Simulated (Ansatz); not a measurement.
An input for Ansatz 0.2.0 (KBaCeBiO6 (F-43m)):

```yaml
crystal:
  lattice:
    - [0.0, 4.3639834, 4.3639834]
    - [4.3639834, 0.0, 4.3639834]
    - [4.3639834, 4.3639834, 0.0]
  atoms:
    - { symbol: K, position: [0.75, 0.75, 0.75] }
    - { symbol: Ba, position: [0.25, 0.25, 0.25] }
    - { symbol: Ce, position: [0.5, 0.5, 0.5] }
    - { symbol: Bi, position: [0.0, 0.0, 0.0] }
    - { symbol: O, position: [0.75466446, 0.24533554, 0.24533554] }
    - { symbol: O, position: [0.24533554, 0.75466446, 0.75466446] }
    - { symbol: O, position: [0.75466446, 0.75466446, 0.24533554] }
    - { symbol: O, position: [0.24533554, 0.24533554, 0.75466446] }
    - { symbol: O, position: [0.24533554, 0.75466446, 0.24533554] }
    - { symbol: O, position: [0.75466446, 0.24533554, 0.75466446] }
kpoints:
  mp_grid: { grid: [6, 6, 6] }
  band_path:
    path:
      - [0.0, 0.0, 0.0]
      - [-0.5, -0.5, 0.0]
      - [-0.375, -0.375, 0.25]
      - [-0.375, 0.0, 0.375]
      - [0.0, 0.0, 0.5]
      - [-0.5, -0.25, 0.25]
    npoints: 1
hamiltonian:
  xc: pbesol
  pseudopotentials: { kind: paw, azcp: { folder: soft_1 }, xc_functional: pbe }
scf:
  occupations: { method: fixed }
  n_extra_bands: 7
output:
  eigenvalues: true
  forces: true
  stress: true
  write_density: true
  write_potential: true
  elf: true
  volumetric_format: npy
```

```sh
ansatz run input.yaml --threads 2 --pin off --max-ram 92160MiB --backend cuda --events-out ev --progress --plain --runs-dir out --devices 1 --max-vram 13GiB
```

Question: Estimate wall time and host memory on 1 × NVIDIA H100 80GB HBM3 (shared by 6 runs) with 2 threads of AMD EPYC 7R13 (Zen 3), shared host.

It took 19 s; on shared hardware allow 9.3 s to 37 s. Peak host memory was 1.0 GiB. The sizes that set the cost: 3287 plane waves a state, 16 irreducible k points and 18 SCF cycles.

[Paths, hosts, dates, memory and timing lines, banners, echoed tables and standing remarks are left out of the program output.]

[Logs are printed without paths, hosts, clocks, repeated set-up lines and the standing remarks that a program may print on its own settings, such as how far it seeks lower states.]

[Runs of the session that timed out or met a known fault of the program may be left out.]

[Cells called generated may have been cut or substituted from an entry of the Crystallography Open Database or the Materials Project.]

[Hosts, paths, dates, database ids (printed as entryN), source tags and the programs' standing remarks are cut or masked in the printed files.]
